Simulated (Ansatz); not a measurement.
# Current against voltage: 1,4-phenylene with amine and nitrile ends, between Au atomic chains

Aim: the current at finite bias, with the potential solved under it.

Main program and level: Ansatz 0.2.0; DFT PBE, plane waves, PAW; relaxation of a junction, electrodes held but for their tips, in the first sound run; inputs show where later runs differ.

## 1. The structure

The cell holds 47 atoms: 32 Au, 2 N, 7 C and 6 H. Cell: a = 9.810 Å, b = 6.000 Å, c = 101.607 Å, α = 90.0°, β = 90.0°, γ = 90.0°. Electrodes: Au atomic chain; the apex atoms were set 9.607 Å apart; the free molecule is N#Cc1ccc(N)cc1. Regions: lower lead, 16 atoms (16 Au); bridge, 15 atoms (2 N, 7 C and 6 H); upper lead, 16 atoms (16 Au). Vacuum lies along a, b and c.

## 2. Relaxation of the scattering region

The bridge and the electrodes' tips relax, while 28 atoms stay at the lead's spacing, so that the ends still repeat as a lead. The cutoff is set under the files' recommended one to save time.

The input, input.yaml:

```yaml
crystal:
  lattice:
    - [9.81, 0.0, 0.0]
    - [0.0, 6.0, 0.0]
    - [0.0, 0.0, 101.6067817756]
  atoms:
    - { symbol: Au, position: [0.500000024, 0.361368691, 0.0] }
    - { symbol: Au, position: [0.500000024, 0.361368691, 0.025588843] }
    - { symbol: Au, position: [0.500000024, 0.361368691, 0.051177686] }
    - { symbol: Au, position: [0.500000024, 0.361368691, 0.076766529] }
    - { symbol: Au, position: [0.500000024, 0.361368691, 0.102355373] }
    - { symbol: Au, position: [0.500000024, 0.361368691, 0.127944216] }
    - { symbol: Au, position: [0.500000024, 0.361368691, 0.153533059] }
    - { symbol: Au, position: [0.500000024, 0.361368691, 0.179121902] }
    - { symbol: Au, position: [0.500000024, 0.361368691, 0.204710745] }
    - { symbol: Au, position: [0.500000024, 0.361368691, 0.230299588] }
    - { symbol: Au, position: [0.500000024, 0.361368691, 0.255888431] }
    - { symbol: Au, position: [0.500000024, 0.361368691, 0.281477274] }
    - { symbol: Au, position: [0.500000024, 0.361368691, 0.307066118] }
    - { symbol: Au, position: [0.500000024, 0.361368691, 0.332654961] }
    - { symbol: Au, position: [0.500000024, 0.361368691, 0.358243804] }
    - { symbol: Au, position: [0.500000024, 0.361368691, 0.383832647] }
    - { symbol: "N", position: [0.499999865, 0.589588334, 0.391989891] }
    - { symbol: C, position: [0.499999902, 0.566411016, 0.405593142] }
    - { symbol: C, position: [0.388804887, 0.542281715, 0.412273539] }
    - { symbol: C, position: [0.388358445, 0.505572135, 0.425651225] }
    - { symbol: C, position: [0.499999991, 0.487983365, 0.432399526] }
    - { symbol: C, position: [0.611641473, 0.505572472, 0.425651219] }
    - { symbol: C, position: [0.611194957, 0.542281416, 0.412273521] }
    - { symbol: C, position: [0.499999993, 0.450040277, 0.446100659] }
    - { symbol: "N", position: [0.500000004, 0.419550205, 0.457200475] }
    - { symbol: H, position: [0.577974558, 0.638631309, 0.388501397] }
    - { symbol: H, position: [0.422025078, 0.638631022, 0.388501385] }
    - { symbol: H, position: [0.301136456, 0.551870912, 0.407097134] }
    - { symbol: H, position: [0.300464609, 0.489418591, 0.430671697] }
    - { symbol: H, position: [0.699535391, 0.489419522, 0.430671699] }
    - { symbol: H, position: [0.698863359, 0.551870111, 0.407097093] }
    - { symbol: Au, position: [0.500000024, 0.361368691, 0.478381275] }
    - { symbol: Au, position: [0.500000024, 0.361368691, 0.503970118] }
    - { symbol: Au, position: [0.500000024, 0.361368691, 0.529558961] }
    - { symbol: Au, position: [0.500000024, 0.361368691, 0.555147804] }
    - { symbol: Au, position: [0.500000024, 0.361368691, 0.580736647] }
    - { symbol: Au, position: [0.500000024, 0.361368691, 0.60632549] }
    - { symbol: Au, position: [0.500000024, 0.361368691, 0.631914333] }
    - { symbol: Au, position: [0.500000024, 0.361368691, 0.657503177] }
    - { symbol: Au, position: [0.500000024, 0.361368691, 0.68309202] }
    - { symbol: Au, position: [0.500000024, 0.361368691, 0.708680863] }
    - { symbol: Au, position: [0.500000024, 0.361368691, 0.734269706] }
    - { symbol: Au, position: [0.500000024, 0.361368691, 0.759858549] }
    - { symbol: Au, position: [0.500000024, 0.361368691, 0.785447392] }
    - { symbol: Au, position: [0.500000024, 0.361368691, 0.811036235] }
    - { symbol: Au, position: [0.500000024, 0.361368691, 0.836625078] }
    - { symbol: Au, position: [0.500000024, 0.361368691, 0.862213922] }
kpoints:
  mp_grid: { grid: [1, 1, 1] }
scf:
  occupations: { method: fermi_dirac, width: 0.1 }
hamiltonian:
  xc: pbe
relax:
  constraints:
    - { sites: [0, 1, 2, 3, 4, 5, 6, 7, 8, 9, 10, 11, 12, 13, 33, 34, 35, 36, 37, 38, 39, 40, 41, 42, 43, 44, 45, 46] }
  f_tol: 0.07
  max_steps: 30
basis:
  ecutwfc: "340 eV"
```

Launch:

```console
ansatz run input.yaml --threads 8 --pin off --max-ram 16384MiB --backend cpu --events-out ev --progress --plain --runs-dir out
```

Numbers of over 12 decimals in the logs are rounded to 6 here.

Output:

```text
Warning: the atoms were moved onto the symmetric positions of the space group found under crystal.symmetry.tolerance 1.0e-5 (fractional; no operation is sought that the atoms, as they stand in a round, miss by more than twice it, and no atom is moved by as much as it), and the run uses the moved positions. Before a round's move an operation carried an atom to 6.58e-6 Å from where it should land, the largest such dist [...]
Warning: basis.ecutwfc = 340 eV is below the records' recommended 420 eV, and the density's cutoff is lower with it unless basis.ecutrho_ratio is high enough to keep the records' density cutoff: compare with a run at a higher cutoff
Engine: ansatz 0.2.0, aarch64-unknown-linux-gnu
Pseudopotentials: kind: paw
Pseudopotential: Au, paw, valence charge 19, recommended cutoff 420 eV (normal), Au.paw.azcp
Pseudopotential: N, paw, valence charge 5, recommended cutoff 420 eV (normal), N.paw.azcp
Pseudopotential: C, paw, valence charge 4, recommended cutoff 420 eV (normal), C.paw.azcp
Pseudopotential: H, paw, valence charge 1, recommended cutoff 420 eV (normal), H.paw.azcp
Functional definition: PBE
  parameter kappa = 0.804
  parameter beta = 0.066725
  exchange = pbe_x(kappa = kappa, mu = beta*pi^2/3)
  correlation = pbe_c(beta = beta)
Crystal: 47 atoms, lattice volume = 5980.575 Å³
Basis set: ecut = 340 eV, 84911 PW (Γ), exchange–correlation on 120×80×1250 points (8 copies of the dense FFT grid, shifted against one another)
Bands: 392, of which v1, the nominal top of the filled ones, is band 326 counted from 1 (325 counted from 0)
Symmetry: 2 space group operations
Space group: Pm (ITA 6), of the structure as read, at distance tolerance 1.8e-4 Å
k-points: 1
Non-local potential: Au, projectors of the file, l = 0: 3, l = 1: 2, l = 2: 2, l = 3: 1
Non-local potential: N, projectors of the file, l = 0: 2, l = 1: 2, l = 2: 1
Non-local potential: C, projectors of the file, l = 0: 2, l = 1: 2, l = 2: 1
Non-local potential: H, projectors of the file, l = 0: 2, l = 1: 1
PAW form: soft (Blöchl's): semilocal exchange-correlation on the pseudo side does not see the compensation charge
PAW one-centre angular grid: Au, 590 points (default); XC on 64 Gauss nodes
PAW one-centre angular grid: N, 110 points (default); XC on 64 Gauss nodes
PAW one-centre angular grid: C, 110 points (default); XC on 64 Gauss nodes
PAW one-centre angular grid: H, 110 points (default); XC on 64 Gauss nodes
Initial density: superposition of atomic densities (neutral atoms: chi_scale 0, normalization atom), corrected by the library's trained network
Initial wavefunctions: pseudopotential atomic-orbital guess
Functional: x = pbe(κ = 0.804, μ = 0.219515), c = pbe(β = 0.066725)
SCF iter   1: F=—  HF=-423345.024310 eV  |F-HF|=—  |Δ(HF+E_count)|=         —  Δρ=6.86e-3  dr2=2.37e2  ethr=1.77e-3  ⟨swp⟩=9.0  Hψ=1766  notcnv=0  defer=22
preconditioner: auto → LDOS  [metal: Δε(μ)=0.220 eV  Ē_g=6.885 eV  σ=0.100 eV  W_gap=0.46  n_scr=670 (ndim 8)  ℏωp=9.5 eV  f_vac=0.749  D(μ)=33.40/eV (n_scr^D=82)  β→1.0]
SCF iter   2: F=—  HF=-423346.458968 eV  |F-HF|=—  |Δ(HF+E_count)|=    1.43e0  Δρ=1.72e-2  dr2=5.14e2  ethr=1.77e-3  ⟨swp⟩=3.0  Hψ=872  notcnv=0  defer=50
SCF iter   3: F=—  HF=-423344.125487 eV  |F-HF|=—  |Δ(HF+E_count)|=    2.33e0  Δρ=1.03e-2  dr2=2.07e2  ethr=1.77e-3  ⟨swp⟩=3.0  Hψ=466  notcnv=0  defer=44
SCF iter   4: F=—  HF=-423343.136891 eV  |F-HF|=—  |Δ(HF+E_count)|=   9.89e-1  Δρ=4.12e-3  dr2=5.29e1  ethr=1.77e-3  ⟨swp⟩=2.0  Hψ=465  notcnv=0  defer=44
SCF iter   5: F=—  HF=-423343.020454 eV  |F-HF|=—  |Δ(HF+E_count)|=   1.16e-1  Δρ=2.43e-3  dr2=1.63e1  ethr=1.77e-3  ⟨swp⟩=1.0  Hψ=348  notcnv=0  defer=44
SCF iter   6: F=—  HF=-423342.967348 eV  |F-HF|=—  |Δ(HF+E_count)|=   5.31e-2  Δρ=9.83e-4  dr2=1.12e0  ethr=1.77e-3  ⟨swp⟩=1.0  Hψ=451  notcnv=0  defer=44
SCF iter   7: F=—  HF=-423342.966859 eV  |F-HF|=—  |Δ(HF+E_count)|=   4.90e-4  Δρ=7.04e-4  dr2=6.22e-1  ethr=1.71e-4  ⟨swp⟩=2.0  Hψ=351  notcnv=0  defer=46
SCF iter   8: F=—  HF=-423342.958754 eV  |F-HF|=—  |Δ(HF+E_count)|=   8.11e-3  Δρ=4.71e-4  dr2=3.67e-1  ethr=9.54e-5  ⟨swp⟩=2.0  Hψ=348  notcnv=0  defer=46
SCF iter   9: F=—  HF=-423342.955310 eV  |F-HF|=—  |Δ(HF+E_count)|=   3.44e-3  Δρ=2.11e-4  dr2=5.18e-2  ethr=5.63e-5  ⟨swp⟩=1.0  Hψ=451  notcnv=0  defer=46
SCF iter  10: F=—  HF=-423342.955463 eV  |F-HF|=—  |Δ(HF+E_count)|=   1.53e-4  Δρ=1.54e-4  dr2=1.95e-2  ethr=7.95e-6  ⟨swp⟩=2.0  Hψ=358  notcnv=0  defer=46
SCF iter  11: F=—  HF=-423342.955299 eV  |F-HF|=—  |Δ(HF+E_count)|=   1.64e-4  Δρ=8.07e-5  dr2=4.39e-3  ethr=3.00e-6  ⟨swp⟩=2.0  Hψ=347  notcnv=0  defer=46
SCF iter  12: F=—  HF=-423342.955311 eV  |F-HF|=—  |Δ(HF+E_count)|=   1.19e-5  Δρ=4.54e-5  dr2=7.22e-4  ethr=6.74e-7  ⟨swp⟩=2.0  Hψ=371  notcnv=0  defer=46
SCF iter  13: F=—  HF=-423342.955328 eV  |F-HF|=—  |Δ(HF+E_count)|=   1.67e-5  Δρ=2.12e-5  dr2=1.00e-4  ethr=1.11e-7  ⟨swp⟩=2.0  Hψ=402  notcnv=0  defer=46
SCF iter  14: F=-423342.955316 eV  HF=-423342.955337 eV  |F-HF|=2.02e-5  |Δ(HF+E_count)|=   8.92e-6  Δρ=1.17e-5  dr2=2.96e-5  ethr=1.53e-8  ⟨swp⟩=3.0  Hψ=1128  notcnv=0
SCF 1 converged in 14 iterations: F = -423342.955316 eV  dr2 = 2.96e-5
  greatest PAW one-centre occupation: 1.001 electrons in one spin orbital (limit 2), on the Au atom at site 31 (counted from 0), in its partial waves of l = 0
relax step   1: F+E_penalty+E_count = -423342.95531648 eV  Δ(F+E_penalty+E_count) = +0.000e0 eV  max|allowed force component| = 2.130e1 eV/Å  Δτ_max = 0.0000 Å  (14 SCF iters, dr2 threshold 1.00e-4 eV, accepted)
Initial density: handed on by an earlier stage of this run
Initial wavefunctions: those handed on with the density
iter 1 solved again at ethr=4.17e-4 eV; its pass at ethr=3.10e-3 eV (dr2=2.72e0 eV) is discarded
SCF iter   1: F=—  HF=-423349.146066 eV  |F-HF|=—  |Δ(HF+E_count)|=         —  Δρ=5.06e-3  dr2=2.77e0  ethr=4.17e-4  ⟨swp⟩=1.0  Hψ=1751  notcnv=0  defer=30
preconditioner: auto → LDOS  [insulator: Δε(μ)=0.263 eV  Ē_g=6.552 eV  σ=0.100 eV  W_gap=0.54  n_scr=670 (ndim 8)  ℏωp=9.5 eV  f_vac=0.747  D(μ)=39.01/eV (n_scr^D=110)  ε∞_Penn≈3.1  β→1.0]
SCF iter   2: F=—  HF=-423349.034423 eV  |F-HF|=—  |Δ(HF+E_count)|=   1.12e-1  Δρ=3.05e-3  dr2=8.42e-1  ethr=4.17e-4  ⟨swp⟩=3.0  Hψ=1356  notcnv=0  defer=43
SCF iter   3: F=—  HF=-423348.869786 eV  |F-HF|=—  |Δ(HF+E_count)|=   1.65e-1  Δρ=8.94e-4  dr2=8.07e-2  ethr=1.29e-4  ⟨swp⟩=3.0  Hψ=895  notcnv=0  defer=43
SCF iter   4: F=—  HF=-423348.854814 eV  |F-HF|=—  |Δ(HF+E_count)|=   1.50e-2  Δρ=2.29e-4  dr2=5.30e-3  ethr=1.24e-5  ⟨swp⟩=3.0  Hψ=801  notcnv=0  defer=31
[...]
SCF iter   5: F=—  HF=-423352.397890 eV  |F-HF|=—  |Δ(HF+E_count)|=   1.06e-3  Δρ=5.96e-5  dr2=2.70e-4  ethr=7.16e-7  ⟨swp⟩=3.0  Hψ=444  notcnv=0  defer=40
SCF iter   6: F=—  HF=-423352.397950 eV  |F-HF|=—  |Δ(HF+E_count)|=   5.92e-5  Δρ=2.13e-5  dr2=3.16e-5  ethr=4.13e-8  ⟨swp⟩=3.0  Hψ=556  notcnv=0  defer=40
SCF iter   7: F=—  HF=-423352.397800 eV  |F-HF|=—  |Δ(HF+E_count)|=   1.49e-4  Δρ=7.93e-6  dr2=4.36e-6  ethr=4.84e-9  ⟨swp⟩=3.0  Hψ=654  notcnv=0  defer=40
SCF iter   8: F=—  HF=-423352.397801 eV  |F-HF|=—  |Δ(HF+E_count)|=   6.21e-7  Δρ=2.56e-6  dr2=5.48e-7  ethr=6.68e-10  ⟨swp⟩=3.0  Hψ=556  notcnv=0  defer=40
SCF iter   9: F=—  HF=-423352.397801 eV  |F-HF|=—  |Δ(HF+E_count)|=   4.25e-7  Δρ=1.05e-6  dr2=1.52e-7  ethr=1.53e-11  ⟨swp⟩=5.0  Hψ=1221  notcnv=0
SCF iter  10: F=-423352.397802 eV  HF=-423352.397802 eV  |F-HF|=5.30e-9  |Δ(HF+E_count)|=   1.19e-7  Δρ=5.66e-7  dr2=5.07e-8  ethr=1.53e-11  ⟨swp⟩=4.0  Hψ=1054  notcnv=0
SCF 22 converged in 10 iterations: F = -423352.397802 eV  dr2 = 5.07e-8
relax step  22: F+E_penalty+E_count = -423352.39780152 eV  Δ(F+E_penalty+E_count) = -2.273e-3 eV  max|allowed force component| = 5.009e-2 eV/Å  Δτ_max = 0.1464 Å  (10 SCF iters, accepted)
SCF converged after 10 iterations
Free energy (F): -423352.397802 eV
Harris-Foulkes:  -423352.397802 eV  (|F-HF|=5.30e-9)
Internal energy: -423351.134787 eV  (E = F + TS)
E sigma→0 (E₀):  -423351.766294 eV
Entropy (-TS):   -1.263014 eV (-26.873 meV/atom)
Fermi energy:    -3.530937 eV
--- Per-component energies (eV) ---
  E_band       = -20357.618352
  E_kinetic    = 20354.149369
  E_local      = -327894.893096  (includes V_loc(G=0)·N_el)
  E_nonlocal   = 2682.837060
  E_hartree    = 152784.534473
  E_xc         = -7734.728025
  E_vxc        = -9337.680714  (∫ρ·V_xc dr)
  E_paw        = -311601.739980  (= ΣΔE_a)
  E_vpaw       = -11731.192465  (= ΣTr[D̂ρ^β])
  E_aug_tail   = 0.106535  (compensation charges beyond the density's cutoff)
  E_ewald      = 48058.598876
  E_smearing   = -1.263014  (= −TS)
  E_closure    = 0.000000  (closes the sum)
  Σ components = -423352.397802   (vs F -423352.397802, Δ=0.00e0)
--- Forces (eV/Å), atoms counted from 1 ---
  atom   1  Au     0.00000000    -0.00002941     0.47652155
  atom   2  Au     0.00000000     0.00009012    -0.42136514
  atom   3  Au     0.00000000    -0.00001718     0.11471414
  atom   4  Au     0.00000000    -0.00018117    -0.01971992
  atom   5  Au     0.00000000     0.00000347    -0.01319667
  atom   6  Au     0.00000000     0.00048611     0.02972546
  atom   7  Au     0.00000000     0.00044188    -0.04313908
  atom   8  Au     0.00000000    -0.00172238     0.04757122
  atom   9  Au     0.00000000    -0.00302912    -0.04043554
  atom  10  Au     0.00000000     0.00676762     0.02054688
  atom  11  Au     0.00000000     0.01547064    -0.00469071
  atom  12  Au     0.00000000    -0.01831913    -0.09067261
  atom  13  Au     0.00000000    -0.11029641     0.24362201
  atom  14  Au     0.00000000     0.10922907     0.04596249
  atom  15  Au     0.00000000     0.00519568     0.00412389
  atom  16  Au     0.00000000     0.00497679    -0.01198403
  atom  17  N      0.00000000    -0.01738493    -0.01525712
  atom  18  C      0.00000000     0.01305991     0.02114299
  atom  19  C      0.00777867    -0.00239901    -0.01009015
  atom  20  C     -0.00651948    -0.00169819     0.00638805
  atom  21  C      0.00000000    -0.02561542     0.01329292
  atom  22  C      0.00651948    -0.00169819     0.00638805
  atom  23  C     -0.00777867    -0.00239901    -0.01009015
  atom  24  C      0.00000000     0.05008813    -0.01938615
  atom  25  N      0.00000000    -0.04050608     0.00301481
  atom  26  H     -0.00181779    -0.00143193     0.00278403
  atom  27  H      0.00181779    -0.00143193     0.00278403
  atom  28  H      0.00334281    -0.00241959     0.00416970
  atom  29  H      0.00565312     0.00156472     0.00069693
  atom  30  H     -0.00565312     0.00156472     0.00069693
  atom  31  H     -0.00334281    -0.00241959     0.00416970
  atom  32  Au     0.00000000     0.02943565     0.01007994
  atom  33  Au     0.00000000    -0.02678257    -0.01443296
  atom  34  Au     0.00000000     0.10058424    -0.02527484
  atom  35  Au     0.00000000    -0.11529733    -0.28704508
  atom  36  Au     0.00000000     0.02629139     0.14035134
  atom  37  Au     0.00000000     0.01552343    -0.04040676
  atom  38  Au     0.00000000    -0.00309749     0.01481438
  atom  39  Au     0.00000000    -0.00405557     0.01622455
  atom  40  Au     0.00000000     0.00058023    -0.03528598
  atom  41  Au     0.00000000     0.00112760     0.03919192
  atom  42  Au     0.00000000    -0.00015984    -0.03051807
  atom  43  Au     0.00000000    -0.00026449     0.01604327
  atom  44  Au     0.00000000     0.00003343     0.01676971
  atom  45  Au     0.00000000     0.00003438    -0.11220031
  atom  46  Au     0.00000000     0.00001667     0.41971934
  atom  47  Au     0.00000000    -0.00001936    -0.47628268
  max |Σ_I F_I| component: 1.09e-4 eV/Å
--- Relaxed structure (22 steps of the walk, 21 accepted, 0 SCFs on fresh bases) ---
  F+E_penalty+E_count = -423352.39780152 eV   max|allowed force component| = 5.009e-2 eV/Å
  atoms:
    - { symbol: Au, position: [0.5, 0.361368691, 0.0] }
    - { symbol: Au, position: [0.5, 0.361368691, 0.025589] }
    - { symbol: Au, position: [0.5, 0.361368691, 0.051178] }
    - { symbol: Au, position: [0.5, 0.361368691, 0.076767] }
    - { symbol: Au, position: [0.5, 0.361368691, 0.102355] }
    - { symbol: Au, position: [0.5, 0.361368691, 0.127944216] }
    - { symbol: Au, position: [0.5, 0.361368691, 0.153533] }
    - { symbol: Au, position: [0.5, 0.361368691, 0.179122] }
    - { symbol: Au, position: [0.5, 0.361368691, 0.204711] }
    - { symbol: Au, position: [0.5, 0.361368691, 0.230300] }
    - { symbol: Au, position: [0.5, 0.361368691, 0.255888431] }
    - { symbol: Au, position: [0.5, 0.361368691, 0.281477] }
    - { symbol: Au, position: [0.5, 0.361368691, 0.307066] }
    - { symbol: Au, position: [0.5, 0.361368691, 0.332655] }
    - { symbol: Au, position: [0.5, 0.154084, 0.355412] }
    - { symbol: Au, position: [0.5, 0.300545, 0.379041] }
    - { symbol: N, position: [0.5, 0.508625, 0.398980] }
    - { symbol: C, position: [0.5, 0.440701, 0.412315] }
    - { symbol: C, position: [0.376616, 0.406714, 0.419089] }
    - { symbol: C, position: [0.376287, 0.350878, 0.432352] }
    - { symbol: C, position: [0.5, 0.325177, 0.439295] }
    - { symbol: C, position: [0.623713, 0.350878, 0.432352] }
    - { symbol: C, position: [0.623384, 0.406714, 0.419089] }
    - { symbol: C, position: [0.5, 0.281873, 0.453088] }
    - { symbol: N, position: [0.5, 0.254367, 0.464466] }
    - { symbol: H, position: [0.584623, 0.598183, 0.396452] }
    - { symbol: H, position: [0.415377, 0.598183, 0.396452] }
    - { symbol: H, position: [0.279960, 0.428689, 0.413907] }
    - { symbol: H, position: [0.279748, 0.329802, 0.437534] }
    - { symbol: H, position: [0.720252, 0.329802, 0.437534] }
    - { symbol: H, position: [0.720040, 0.428689, 0.413907] }
    - { symbol: Au, position: [0.5, 0.200705, 0.484222] }
    - { symbol: Au, position: [0.5, 0.105222, 0.508628] }
    - { symbol: Au, position: [0.5, 0.361368691, 0.529559] }
    - { symbol: Au, position: [0.5, 0.361368691, 0.555148] }
    - { symbol: Au, position: [0.5, 0.361368691, 0.580737] }
    - { symbol: Au, position: [0.5, 0.361368691, 0.606325] }
    - { symbol: Au, position: [0.5, 0.361368691, 0.631914333] }
    - { symbol: Au, position: [0.5, 0.361368691, 0.657503177] }
    - { symbol: Au, position: [0.5, 0.361368691, 0.68309202] }
    - { symbol: Au, position: [0.5, 0.361368691, 0.708681] }
    - { symbol: Au, position: [0.5, 0.361368691, 0.734270] }
    - { symbol: Au, position: [0.5, 0.361368691, 0.759858549] }
    - { symbol: Au, position: [0.5, 0.361368691, 0.785447392] }
    - { symbol: Au, position: [0.5, 0.361368691, 0.811036235] }
    - { symbol: Au, position: [0.5, 0.361368691, 0.836625078] }
    - { symbol: Au, position: [0.5, 0.361368691, 0.862214] }
```

Run time: 13 min. Hardware: 8 threads of Arm Neoverse N1, shared host; peak memory 4.8 GiB.

Step by step:

```tsv
step	energy less that of the first step (eV)	largest force component (eV/Å)
1	0.0000	21.3024
2	-5.8998	6.9054
3	-7.8230	2.3137
4	-8.2738	0.8515
5	-8.4440	0.5742
6	-8.6494	0.7390
7	-8.8986	0.5977
8	-9.1677	0.5154
9	-9.2984	0.2640
10	-9.3539	0.1687
11	-9.3812	0.1411
12	-9.3967	0.1296
13	-9.4099	0.1089
14	-9.4169	0.0952
15	-9.4206	0.0662
16	-9.4206	0.0662
17	-9.4265	0.1464
18	-9.4328	0.0942
19	-9.4292	0.1450
20	-9.4373	0.0683
21	-9.4402	0.0469
22	-9.4425	0.0501
```

Relaxation step 19 was tried and not accepted.

The run keeps the 2 symmetry operations that it works with, so distortions that break them were not tested.

The atoms that moved most (Å):

```tsv
atom	dx	dy	dz	length
Au33	0.000	-1.537	0.473	1.608
Au15	0.000	-1.244	-0.288	1.277
N25	0.000	-0.991	0.738	1.236
C24	0.000	-1.009	0.710	1.234
C21	0.000	-0.977	0.701	1.202
H30	0.203	-0.958	0.697	1.202
H29	-0.203	-0.958	0.697	1.202
C22	0.118	-0.928	0.681	1.157
```

This step gave:

```
energy at zero smearing : -423351.7663 eV
```

The largest force component on a free atom ends at 0.050 eV/Å, under the limit of 0.07. The apex atoms end 10.70 Å apart, and their nearest bridge atoms lie at 2.38 Å (Au–N) and 2.03 Å (Au–N).

[end of part 1 of 2]

[Logs are printed without paths, hosts, clocks, repeated set-up lines and the standing remarks that a program may print on its own settings, such as how far it seeks lower states.]

[Hosts, paths, dates, database ids (printed as entryN), source tags and the programs' standing remarks are cut or masked in the printed files.]
